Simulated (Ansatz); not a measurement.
# How fast states decay through YGa3N4, part 2 of 3

Wanted: the relaxed cell of YGa3N4, its band edges and its decay constants. It is built by putting Y for Al in the AlGa3N4 structure of space group P-43m, with the volume rescaled by atomic radii. The parent structure comes from the Materials Project.

Ansatz 0.2.0; r2SCAN DFT, plane waves, PAW files (the session's first sound run).

So far. Step 2 (Cell and atoms at rest): The largest force component on a free atom ends at 0.013 eV/Å.

The structure was built from a prototype and need not be the compound's stable phase.

## (3) The bulk crystal and its band edges

The energy window and the wavevectors of the next steps follow from the band edges, so these are searched first, off the mesh as well.

input.yaml reads:

```yaml
crystal:
  lattice:
    - [4.6949617449, 0.0, 0.0]
    - [0.0, 4.6949617449, 0.0]
    - [0.0, 0.0, 4.6949617449]
  atoms:
    - { symbol: "Y", position: [0.0, 0.0, 0.0] }
    - { symbol: Ga, position: [0.5, 0.5, 0.0] }
    - { symbol: Ga, position: [0.5, 0.0, 0.5] }
    - { symbol: Ga, position: [0.0, 0.5, 0.5] }
    - { symbol: "N", position: [0.7308437566, 0.7308437566, 0.2691562434] }
    - { symbol: "N", position: [0.7308437566, 0.2691562434, 0.7308437566] }
    - { symbol: "N", position: [0.2691562434, 0.7308437566, 0.7308437566] }
    - { symbol: "N", position: [0.2691562434, 0.2691562434, 0.2691562434] }
kpoints:
  mp_grid: { grid: [6, 6, 6] }
  band_path: { path: [VBM, CBM], npoints: 30 }
scf:
  occupations: { method: fixed }
hamiltonian:
  xc: r2scan
output:
  eigenvalues: true
  write_potential: true
  write_density: true
  volumetric_format: npy
  elf: true
```

The run is started by

```console
$ ansatz run input.yaml --threads 2 --pin off --max-ram 4096MiB --backend cpu --events-out ev --progress --plain --runs-dir out
```

Numbers of over 12 decimals in the logs are rounded to 6 here.

What it wrote:

```text
[...]
Crystal: 8 atoms, lattice volume = 103.489 Å³
Basis set: ecut = 500 eV, 2601 PW (Γ), exchange–correlation on 144×144×144 points (64 copies of the dense FFT grid, shifted against one another)
Bands: 43, of which v1, the nominal top of the filled ones, is band 35 counted from 1 (34 counted from 0)
Symmetry: 24 space group operations
[...]
k-points: 20 of 216 (time reversal used)
[...]
SCF iter   1: F=—  HF=-16775.625655 eV  |F-HF|=—  |Δ(HF+E_count)|=         —  Δρ=1.08e-2  dr2=9.14e-2  dr2_τ=3.90e-1  ethr=1.77e-3  ⟨swp⟩=5.0  Hψ=2855  notcnv=0  defer=102
[...]
SCF iter   7: F=-16775.758986 eV  HF=-16775.758986 eV  |F-HF|=1.07e-8  |Δ(HF+E_count)|=   1.75e-7  Δρ=7.36e-6  dr2=6.01e-8  dr2_τ=2.74e-9  ethr=1.43e-10  ⟨swp⟩=9.8  Hψ=3329  notcnv=0
SCF 1 converged in 7 iterations: F = -16775.758986 eV  dr2 = 6.01e-8
[...]
NSCF: frozen V_eff on 20 k-points
[...]
SCF converged after 7 iterations
Free energy (F): -16775.758986 eV
[...]
Internal energy: -16775.758986 eV  (E = F + TS)
E sigma→0 (E₀):  -16775.758986 eV
Fermi energy:    9.121032 eV
[...]
--- Band table (eV; the first three rows and the last of 20) ---
  k-point 0: bands = [... 31 lower, 7.5249, 8.6428, 8.6428, 8.6428, 10.8700, 12.7506, 12.7506, 12.7506, ... 4 higher]
  k-point 1: bands = [... 31 lower, 7.5592, 8.3409, 8.6691, 8.6691, 11.6297, 12.8919, 13.1456, 13.1456, ... 4 higher]
  k-point 2: bands = [... 31 lower, 7.3212, 8.2629, 8.9466, 8.9466, 12.8878, 13.3784, 13.9731, 13.9731, ... 4 higher]
  k-point 19: bands = [... 31 lower, 8.2354, 8.6179, 8.6179, 8.6179, 13.4354, 13.4354, 13.4354, 15.0330, ... 4 higher]
```

The job ended after 15 s (2 threads of AMD EPYC 9R45, shared host; peak memory 0.62 GiB).

Numbers from this step:

```
Fermi energy        : 9.121 eV
gap on the k-mesh   : 1.749 eV
gap on path         : 1.749 eV, by band count; negative where bands overlap
direct gap on path  : 2.227 eV
edge places on path : 0, 0.6691 1/A along the path
```

The electronic bands at the labelled points (eV, zero at the Fermi level (highest filled level under fixed occupations); v1 is the highest filled band, c1 the lowest empty one):

| point | v4 | v3 | v2 | v1 | c1 | c2 | c3 | c4 |
| --- | --- | --- | --- | --- | --- | --- | --- | --- |
| VBM | -1.98 | -0.87 | 0.00 | 0.00 | 4.42 | 4.68 | 5.32 | 5.32 |
| halfway | -1.65 | -0.85 | -0.33 | -0.33 | 3.15 | 3.97 | 4.43 | 4.43 |
| CBM | -1.60 | -0.48 | -0.48 | -0.48 | 1.75 | 3.63 | 3.63 | 3.63 |

Valence density in the ac plane at fractional y = 0.000, with atoms of Y and Ga within 0.2 Å of it. It is the smooth field of the valence electrons, not physical close to the nuclei.

Values in e/Å³, 14 rows by 14 columns, each cell a mean:
```
 4  3  1  0  0  0  0  0  0  0  0  1  2  3
 2  2  1  0  0  0  0  0  0  0  0  0  1  2
 1  1  0  0  0  0  0  0  0  0  0  0  0  1
 0  0  0  0  0  0  0  0  0  0  0  0  0  0
 0  0  0  0  0  0  1  1  1  0  0  0  0  0
 0  0  0  0  0  1  6 11  3  1  0  0  0  0
 0  0  0  0  0  3 21 39 11  1  0  0  0  0
 0  0  0  0  0  2 12 21  6  1  0  0  0  0
 0  0  0  0  0  1  2  3  1  0  0  0  0  0
 0  0  0  0  0  0  0  0  0  0  0  0  0  0
 0  0  0  0  0  0  0  0  0  0  0  0  0  0
 2  1  1  0  0  0  0  0  0  0  0  0  1  1
 3  3  1  0  0  0  0  0  0  0  0  1  2  3
 3  3  2  0  0  0  0  0  0  0  0  1  2  4
```
Columns run along a (4.7 Å), rows up along c (4.7 Å). Atoms in or near the plane, at fractional coordinates: Y at (0.00, 0.00), Ga at (0.50, 0.50).

ELF in the ac plane at fractional y = 0.000, with atoms of Y and Ga within 0.2 Å of it. It is the smooth field of the valence electrons, not physical close to the nuclei.

Values, 14 rows by 14 columns, each cell a mean:
```
0.65 0.81 0.75 0.23 0.05 0.04 0.04 0.03 0.04 0.04 0.06 0.48 0.82 0.75
0.82 0.78 0.50 0.13 0.13 0.13 0.08 0.06 0.10 0.14 0.10 0.25 0.65 0.82
0.54 0.39 0.18 0.18 0.31 0.26 0.15 0.12 0.19 0.30 0.27 0.15 0.25 0.48
0.07 0.07 0.15 0.37 0.42 0.29 0.18 0.16 0.21 0.35 0.43 0.27 0.10 0.06
0.03 0.07 0.21 0.35 0.30 0.22 0.18 0.17 0.19 0.24 0.35 0.30 0.14 0.04
0.03 0.06 0.14 0.22 0.20 0.17 0.08 0.05 0.12 0.19 0.21 0.19 0.10 0.04
0.02 0.04 0.08 0.14 0.18 0.12 0.03 0.14 0.05 0.17 0.16 0.12 0.06 0.03
0.03 0.05 0.10 0.17 0.19 0.15 0.04 0.03 0.08 0.18 0.18 0.15 0.08 0.04
0.03 0.07 0.19 0.30 0.25 0.20 0.15 0.12 0.17 0.22 0.29 0.26 0.13 0.04
0.04 0.07 0.19 0.39 0.38 0.25 0.19 0.18 0.20 0.30 0.42 0.31 0.13 0.05
0.28 0.18 0.12 0.27 0.39 0.30 0.17 0.14 0.22 0.35 0.37 0.18 0.13 0.23
0.78 0.68 0.35 0.12 0.19 0.19 0.10 0.08 0.14 0.21 0.15 0.18 0.50 0.75
0.76 0.83 0.68 0.18 0.07 0.07 0.05 0.04 0.06 0.07 0.07 0.39 0.78 0.81
0.46 0.76 0.78 0.28 0.04 0.03 0.03 0.02 0.03 0.03 0.07 0.54 0.82 0.65
```
Columns run along a (4.7 Å), rows up along c (4.7 Å). Atoms in or near the plane, at fractional coordinates: Y at (0.00, 0.00), Ga at (0.50, 0.50).

Electrostatic potential energy in the ac plane at fractional y = 0.000, with atoms of Y and Ga within 0.2 Å of it. With pseudopotentials it is smooth inside the atoms' cores, unlike the true potential.

Values in eV, 14 rows by 14 columns, each cell a mean:
```
-45 -41 -23   1   9  12  13  13  13  11   7  -8 -32 -45
-35 -26  -9   5  10  12  13  13  13  12   9   1 -16 -32
-11  -4   4   9  11  12  11  11  12  12  11   7   1  -8
  6   7  10  11  11   9   6   5   7  10  11  11   9   7
 11  11  12  11   8   0  -7  -9  -5   4  10  12  12  11
 13  13  12  10   3  -9 -12 -12 -11  -5   7  12  13  13
 13  13  12  10  -1 -11 -11 -10 -12  -9   5  11  13  13
 13  13  12  10   1 -10 -12 -11 -12  -7   6  11  13  13
 12  12  12  11   6  -4 -10 -11  -9   0   9  12  12  12
  9   9  11  11  10   6   1  -1   3   8  11  11  10   9
 -1   3   7  10  11  11  10  10  10  11  11   9   5   1
-26 -18  -3   7  11  12  12  12  12  12  10   4  -9 -23
-44 -37 -18   3   9  12  13  13  13  11   7  -4 -26 -41
-45 -44 -26  -1   9  12  13  13  13  11   6 -11 -35 -45
```
Columns run along a (4.7 Å; values clipped at the 3rd and 97th percentile), rows up along c (4.7 Å). Atoms in or near the plane, at fractional coordinates: Y at (0.00, 0.00), Ga at (0.50, 0.50).

The searched edges give 1.75 eV, as on the mesh.

## (4) Complex bands, plane (110)

This step: r2SCAN DFT, plane waves, PAW files; complex bands by layer matching along the plane's normal (Ansatz 0.2.0).

The same crystal is laid in a cell whose first two vectors span the (110) plane (indices of the standard conventional cell, whose axes can be ordered otherwise than in the bulk input). At fixed energy and wavevector in the plane the solver finds all kz, real and complex. A few wavevectors are listed, (0, 0) and (0, -0.5) in units of the plane's reciprocal vectors; the slowest state needn't be among them.

input.yaml reads:

```yaml
crystal:
  lattice:
    - [4.694961745, 0.0, 0.0]
    - [0.0, 6.639678574, 0.0]
    - [0.0, 3.319839287, 3.319839287]
  atoms:
    - { symbol: "Y", position: [0.0, 0.0, 0.0] }
    - { symbol: Ga, position: [0.0, 0.5, 0.0] }
    - { symbol: Ga, position: [0.5, 0.0, 0.5] }
    - { symbol: Ga, position: [0.5, 0.5, 0.5] }
    - { symbol: "N", position: [0.2691562434, 0.2691562434, 0.4616875132] }
    - { symbol: "N", position: [0.7308437566, 0.7308437566, 0.0] }
    - { symbol: "N", position: [0.7308437566, 0.2691562434, 0.0] }
    - { symbol: "N", position: [0.2691562434, 0.7308437566, 0.5383124868] }
kpoints:
  mp_grid: { grid: [8, 8, 8] }
scf:
  occupations: { method: fixed }
hamiltonian:
  xc: r2scan
output:
  eigenvalues: true
  transmission:
    leads: [[0, 0]]
    kpoints: [[0.0, 0.0], [0.0, -0.5]]
    e_range: [-1.0, 2.75]
    de: 0.07
```

What it wrote:

```text
[...]
Crystal: 8 atoms, lattice volume = 103.489 Å³
Basis set: ecut = 500 eV, 2601 PW (Γ), exchange–correlation on 144×200×144 points (64 copies of the dense FFT grid, shifted against one another)
Bands: 43, of which v1, the nominal top of the filled ones, is band 35 counted from 1 (34 counted from 0)
Symmetry: 24 space group operations
[...]
k-points: 35 of 512 (time reversal used)
[...]
SCF iter   1: F=—  HF=-16775.625596 eV  |F-HF|=—  |Δ(HF+E_count)|=         —  Δρ=1.08e-2  dr2=9.14e-2  dr2_τ=3.90e-1  ethr=1.77e-3  ⟨swp⟩=4.9  Hψ=4958  notcnv=0  defer=173
[...]
SCF iter   7: F=-16775.759035 eV  HF=-16775.759035 eV  |F-HF|=1.17e-8  |Δ(HF+E_count)|=   1.74e-7  Δρ=7.48e-6  dr2=6.21e-8  dr2_τ=2.85e-9  ethr=1.43e-10  ⟨swp⟩=9.7  Hψ=5875  notcnv=0
SCF 1 converged in 7 iterations: F = -16775.759035 eV  dr2 = 6.21e-8
[...]
transmission: 5 of 10 steps passed
transmission: 10 of 10 steps passed
SCF converged after 7 iterations
Free energy (F): -16775.759035 eV
[...]
Internal energy: -16775.759035 eV  (E = F + TS)
E sigma→0 (E₀):  -16775.759035 eV
Fermi energy:    9.121007 eV
[...]
--- Band table (eV; the first three rows and the last of 35) ---
  k-point 0: bands = [... 31 lower, 7.5249, 8.6427, 8.6427, 8.6427, 10.8700, 12.7506, 12.7506, 12.7506, ... 4 higher]
  k-point 1: bands = [... 31 lower, 7.7320, 8.4155, 8.6436, 8.6653, 11.6335, 13.0333, 13.0794, 13.1683, ... 4 higher]
  k-point 2: bands = [... 31 lower, 7.9208, 8.6526, 8.7202, 8.7581, 12.7291, 13.8046, 13.9219, 13.9766, ... 4 higher]
  k-point 34: bands = [... 31 lower, 8.2354, 8.6179, 8.6179, 8.6179, 13.4354, 13.4354, 13.4354, 15.0330, ... 4 higher]
--- Transmission ---
  basis      : 325 plane waves across, 5 finite elements along
  points     : 2, as listed
  energies   : 54 from -1.000000 to 2.710000 eV about the Fermi level, 0.070000 eV apart; the leads are filled to 0.874498 eV, and channels, transmission and decay are at 0.890000 eV
  crystal 0  : N4Y1Ga3, at the sites [0, 0], period 3.3198 Å: whole cells are its period
    offset         : up to 0.0000 Å between an atom of the period and one for which it stands
    channels       : 0.000000e0 a spin
    conductance    : none, the energies end too early or step too widely for 300 K: set another output.transmission.e_range or a lower de, or, where they end at an eighth of basis.ecutwfc, a higher one
    slowest decay  : 0.1605 /Å at (0.0000, 0.0000)
```

Run time: 45 s. Hardware: 2 threads; peak memory 1.4 GiB.

This step gave:

```
level to which the leads are filled                       : 0.8745 eV from the Fermi level
decay constant at the filling level, zone centre          : 0.1605 Å⁻¹
decay constant at the filling level, slowest listed point : 0.1605 Å⁻¹
```

K parallel (0, 0); values up to 1.5 1/Å, a degenerate pair printed once or twice; energies at which all values exceed this have no row. Im kz of the slowest decaying states against energy, zero at the highest filled level on the SCF mesh:

| energy (eV) | decay 1 (Å⁻¹) | decay 2 (Å⁻¹) | decay 3 (Å⁻¹) | decay 4 (Å⁻¹) |
| --- | --- | --- | --- | --- |
| -1.00 | 0.142 | 0.154 | 0.177 | 0.249 |
| -0.86 | 0.113 | 0.123 | 0.173 | 0.249 |
| -0.72 | 0.0397 | 0.195 | 0.234 | 0.395 |
| -0.58 | 0.187 | 0.210 | 0.403 | 0.493 |
| -0.44 | 0.0524 | 0.163 | 0.218 | 0.478 |
| -0.23 | 0.116 | 0.153 | 0.220 | 0.287 |
| -0.09 | 0.136 | 0.273 | 0.278 | 0.327 |
| -0.02 | 0.143 | 0.299 | 0.314 | 0.345 |
| 0.05 | 0.149 | 0.317 | 0.345 | 0.364 |
| 0.19 | 0.157 | 0.347 | 0.394 | 0.401 |
| 0.33 | 0.163 | 0.355 | 0.371 | 0.406 |
| 0.47 | 0.166 | 0.349 | 0.390 | 0.409 |
| 0.61 | 0.166 | 0.349 | 0.406 | 0.412 |
| 0.75 | 0.165 | 0.351 | 0.413 | 0.419 |
| 0.96 | 0.158 | 0.354 | 0.413 | 0.435 |
| 1.10 | 0.150 | 0.356 | 0.413 | 0.444 |
| 1.24 | 0.138 | 0.358 | 0.411 | 0.452 |
| 1.38 | 0.123 | 0.360 | 0.408 | 0.458 |
| 1.52 | 0.101 | 0.361 | 0.404 | 0.464 |
| 1.66 | 0.0651 | 0.362 | 0.400 | 0.468 |
| 1.80 | 0.363 | 0.394 | 0.472 | 0.546 |
| 1.94 | 0.363 | 0.387 | 0.475 | 0.531 |
| 2.15 | 0.363 | 0.374 | 0.478 | 0.509 |
| 2.29 | 0.362 | 0.364 | 0.479 | 0.492 |
| 2.43 | 0.342 | 0.361 | 0.362 | 0.475 |
| 2.57 | 0.317 | 0.359 | 0.359 | 0.447 |
| 2.71 | 0.296 | 0.348 | 0.357 | 0.402 |

K parallel (0, -0.5); values up to 1.5 1/Å, a degenerate pair printed once or twice; energies at which all values exceed this have no row. Table of Im kz of the slowest decaying states by energy, zero at the highest filled level on the SCF mesh:

| energy (eV) | decay 1 (Å⁻¹) | decay 2 (Å⁻¹) | decay 3 (Å⁻¹) | decay 4 (Å⁻¹) |
| --- | --- | --- | --- | --- |
| -1.00 | 0.122 | 0.199 | 0.343 | 0.603 |
| -0.86 | 0.148 | 0.344 | 0.574 | 0.775 |
| -0.72 | 0.154 | 0.352 | 0.542 | 0.802 |
| -0.58 | 0.132 | 0.322 | 0.460 | 0.824 |
| -0.44 | 0.0473 | 0.280 | 0.480 | 0.843 |
| -0.23 | 0.244 | 0.501 | 0.869 | 1.25 |
| -0.09 | 0.243 | 0.513 | 0.885 | 1.23 |
| -0.02 | 0.245 | 0.518 | 0.893 | 1.21 |
| 0.05 | 0.122 | 0.128 | 0.248 | 0.522 |
| 0.19 | 0.234 | 0.255 | 0.530 | 0.922 |
| 0.33 | 0.261 | 0.299 | 0.536 | 0.947 |
| 0.47 | 0.266 | 0.347 | 0.541 | 0.997 |
| 0.61 | 0.271 | 0.387 | 0.545 | 1.02 |
| 0.75 | 0.274 | 0.421 | 0.547 | 1.01 |
| 0.96 | 0.277 | 0.468 | 0.548 | 0.987 |
| 1.10 | 0.278 | 0.499 | 0.545 | 0.973 |
| 1.24 | 0.278 | 0.531 | 0.539 | 0.957 |
| 1.38 | 0.278 | 0.504 | 0.591 | 0.940 |
| 1.52 | 0.276 | 0.490 | 0.630 | 0.919 |
| 1.66 | 0.274 | 0.482 | 0.665 | 0.894 |
| 1.80 | 0.271 | 0.475 | 0.699 | 0.868 |
| 1.94 | 0.267 | 0.468 | 0.709 | 0.861 |
| 2.15 | 0.259 | 0.460 | 0.697 | 0.788 |
| 2.29 | 0.252 | 0.453 | 0.686 | 0.783 |
| 2.43 | 0.244 | 0.447 | 0.674 | 0.785 |
| 2.57 | 0.235 | 0.440 | 0.662 | 0.789 |
| 2.71 | 0.224 | 0.433 | 0.649 | 0.795 |

At the listed wavevectors the last open channel is at -0.02 eV and the next at +1.80 eV on the grid. At +0.89 eV, the grid energy nearest the filling level (the middle of the gap on the SCF mesh), the slowest state at the listed wavevectors decays with κ = 0.161 Å⁻¹, its amplitude falling by e over 6.2 Å. Through 1 nm of this crystal that state's transmission falls by exp(−2 × 0.161 Å⁻¹ × 10 Å) = 0.040.

## (5) Decaying states in the gap, plane (111)

The same for the (111) plane, at (0, 0) and (-0.5, 0), to see how the decay depends on direction.

input.yaml reads:

```yaml
crystal:
  lattice:
    - [6.639678574, 0.0, 0.0]
    - [3.319839287, 5.750130318, 0.0]
    - [3.319839287, 1.916710106, 2.710637427]
  atoms:
    - { symbol: "Y", position: [0.0, 0.0, 0.0] }
    - { symbol: Ga, position: [0.5, 0.0, 0.0] }
    - { symbol: Ga, position: [0.0, 0.5, 0.0] }
    - { symbol: Ga, position: [0.5, 0.5, 0.0] }
    - { symbol: "N", position: [0.2691562434, 0.7308437566, 0.7308437566] }
    - { symbol: "N", position: [0.7308437566, 0.2691562434, 0.7308437566] }
    - { symbol: "N", position: [0.2691562434, 0.2691562434, 0.7308437566] }
    - { symbol: "N", position: [0.7308437566, 0.7308437566, 0.8074687302] }
kpoints:
  mp_grid: { grid: [8, 8, 8] }
scf:
  occupations: { method: fixed }
hamiltonian:
  xc: r2scan
output:
  eigenvalues: true
  transmission:
    leads: [[0, 0]]
    kpoints: [[0.0, 0.0], [-0.5, 0.0]]
    e_range: [-1.0, 2.75]
    de: 0.07
```

What it wrote:

```text
basis.fft_grid_basis auto: the FFT boxes are laid along the combinations [[1, 0, -1], [0, 1, -1], [0, 0, 1]] of the cell's own vectors, 4.695, 4.695 and 4.695 Å long. The dense box has 36×36×36 points. Along the cell's own vectors, as sized, it would have 50×50×36, 1.93 times as many. basis.fft_grid_basis: typed keeps the cell's own vectors: state it where this run's energies or levels are differenced outside the engine with another run's, or held beside a run that keeps those vectors.
[...]
Crystal: 8 atoms, lattice volume = 103.489 Å³
Basis set: ecut = 500 eV, 2601 PW (Γ), FFT grids on a1−a3, a2−a3, a3, exchange–correlation on 144×144×144 points (64 copies of the dense FFT grid, shifted against one another)
Bands: 43, of which v1, the nominal top of the filled ones, is band 35 counted from 1 (34 counted from 0)
Symmetry: 24 space group operations
[...]
k-points: 35 of 512 (time reversal used)
[...]
SCF iter   1: F=—  HF=-16775.625654 eV  |F-HF|=—  |Δ(HF+E_count)|=         —  Δρ=1.08e-2  dr2=9.14e-2  dr2_τ=3.90e-1  ethr=1.77e-3  ⟨swp⟩=4.9  Hψ=4940  notcnv=0  defer=176
[...]
SCF iter   7: F=-16775.759035 eV  HF=-16775.759035 eV  |F-HF|=1.04e-8  |Δ(HF+E_count)|=   1.76e-7  Δρ=7.36e-6  dr2=6.00e-8  dr2_τ=2.74e-9  ethr=1.43e-10  ⟨swp⟩=9.8  Hψ=5887  notcnv=0
SCF 1 converged in 7 iterations: F = -16775.759035 eV  dr2 = 6.00e-8
[...]
transmission: 4 of 8 steps passed
transmission: 8 of 8 steps passed
SCF converged after 7 iterations
Free energy (F): -16775.759035 eV
[...]
Internal energy: -16775.759035 eV  (E = F + TS)
E sigma→0 (E₀):  -16775.759035 eV
Fermi energy:    9.121005 eV
[...]
--- Band table (eV; the first three rows and the last of 35) ---
  k-point 0: bands = [... 31 lower, 7.5249, 8.6427, 8.6427, 8.6427, 10.8700, 12.7506, 12.7506, 12.7506, ... 4 higher]
  k-point 1: bands = [... 31 lower, 7.6773, 8.4248, 8.6819, 8.6819, 11.8242, 13.2048, 13.2048, 13.3272, ... 4 higher]
  k-point 2: bands = [... 31 lower, 7.6933, 8.6050, 8.8254, 8.8254, 12.9609, 13.9755, 13.9755, 14.6628, ... 4 higher]
  k-point 34: bands = [... 31 lower, 7.4702, 8.5990, 8.8458, 8.9916, 13.8782, 14.2359, 14.3631, 14.9830, ... 4 higher]
--- Transmission ---
  basis      : 397 plane waves across, 4 finite elements along
  points     : 2, as listed
[...]
crystal 0  : N4Ga3Y1, at the sites [0, 0], period 2.7106 Å: whole cells are its period
[...]
channels       : 0.000000e0 a spin
[...]
slowest decay  : 0.1589 /Å at (0.0000, 0.0000)
```

Elapsed: 68 s, on 2 threads; peak memory 1.7 GiB; 2.3 min of CPU time.

This step gave:

| Quantity | Value |
| --- | --- |
| decay constant at the filling level, zone centre | 0.1589 Å⁻¹ |
| decay constant at the filling level, slowest listed point | 0.1589 Å⁻¹ |

K parallel (0, 0); values up to 1.5 1/Å, a degenerate pair printed once or twice; energies at which all values exceed this have no row. Table of Im kz of the slowest decaying states by energy, zero at the highest filled level on the SCF mesh:

| energy (eV) | decay 1 (Å⁻¹) | decay 2 (Å⁻¹) | decay 3 (Å⁻¹) | decay 4 (Å⁻¹) |
| --- | --- | --- | --- | --- |
| -1.0000 | 0.164 | 0.288 | 0.308 | 0.594 |
| -0.7200 | 0.0323 | 0.101 | 0.203 | 0.290 |
| -0.5100 | 0.0342 | 0.176 | 0.218 | 0.277 |
| -0.2300 | 0.115 | 0.170 | 0.264 | 0.339 |
| -0.0200 | 0.141 | 0.274 | 0.361 | 0.376 |
| 0.2600 | 0.158 | 0.289 | 0.399 | 0.470 |
| 0.4700 | 0.164 | 0.298 | 0.407 | 0.499 |
| 0.7500 | 0.163 | 0.307 | 0.410 | 0.531 |
| 1.0300 | 0.153 | 0.313 | 0.408 | 0.544 |
| 1.2400 | 0.137 | 0.316 | 0.403 | 0.542 |
| 1.5200 | 0.100 | 0.316 | 0.394 | 0.535 |
| 1.7300 | 0.0305 | 0.315 | 0.384 | 0.526 |
| 2.0100 | 0.310 | 0.367 | 0.509 | 0.617 |
| 2.2200 | 0.305 | 0.352 | 0.494 | 0.611 |
| 2.5000 | 0.294 | 0.328 | 0.471 | 0.586 |

K parallel (-0.5, 0); values up to 1.5 1/Å, a degenerate pair printed once or twice; energies at which all values exceed this have no row. Im kz of the slowest decaying states against energy, zero at the highest filled level on the SCF mesh:

| energy (eV) | decay 1 (Å⁻¹) | decay 2 (Å⁻¹) | decay 3 (Å⁻¹) | decay 4 (Å⁻¹) |
| --- | --- | --- | --- | --- |
| -1.00 | 0.170 | 0.179 | 0.184 | 0.199 |
| -0.86 | 0.127 | 0.194 | 0.215 | 0.289 |
| -0.72 | 0.183 | 0.240 | 0.286 | 0.321 |
| -0.58 | 0.128 | 0.258 | 0.273 | 0.325 |
| -0.44 | 0.0638 | 0.0740 | 0.240 | 0.266 |
| -0.23 | 0.141 | 0.212 | 0.318 | 0.424 |
| -0.09 | 0.241 | 0.295 | 0.354 | 0.445 |
| -0.02 | 0.274 | 0.329 | 0.367 | 0.452 |
| 0.05 | 0.113 | 0.162 | 0.300 | 0.355 |
| 0.19 | 0.210 | 0.302 | 0.327 | 0.394 |
| 0.33 | 0.268 | 0.336 | 0.386 | 0.407 |
| 0.47 | 0.313 | 0.342 | 0.417 | 0.450 |
| 0.61 | 0.346 | 0.351 | 0.425 | 0.477 |
| 0.75 | 0.350 | 0.386 | 0.432 | 0.498 |
| 0.96 | 0.353 | 0.439 | 0.444 | 0.487 |
| 1.10 | 0.354 | 0.442 | 0.478 | 0.516 |
| 1.24 | 0.354 | 0.444 | 0.474 | 0.505 |
| 1.38 | 0.353 | 0.445 | 0.473 | 0.499 |
| 1.52 | 0.351 | 0.445 | 0.472 | 0.494 |
| 1.66 | 0.348 | 0.444 | 0.472 | 0.491 |
| 1.80 | 0.344 | 0.443 | 0.472 | 0.487 |
| 1.94 | 0.340 | 0.440 | 0.471 | 0.484 |
| 2.15 | 0.331 | 0.435 | 0.470 | 0.478 |
| 2.29 | 0.323 | 0.431 | 0.468 | 0.474 |
| 2.43 | 0.314 | 0.426 | 0.467 | 0.470 |
| 2.57 | 0.304 | 0.420 | 0.465 | 0.499 |
| 2.71 | 0.293 | 0.413 | 0.459 | 0.462 |

At the listed wavevectors the last open channel is at -0.02 eV and the next at +1.80 eV on the grid. At +0.89 eV, the grid energy nearest the filling level (the middle of the gap on the SCF mesh), the slowest state at the listed wavevectors decays with κ = 0.159 Å⁻¹, its amplitude falling by e over 6.3 Å; the first such run, plane (110), gave 0.161 Å⁻¹.

[end of part 2 of 3]

[Logs are printed without paths, hosts, clocks, repeated set-up lines and the standing remarks that a program may print on its own settings, such as how far it seeks lower states.]

[Hosts, paths, dates, database ids (printed as entryN), source tags and the programs' standing remarks are cut or masked in the printed files.]
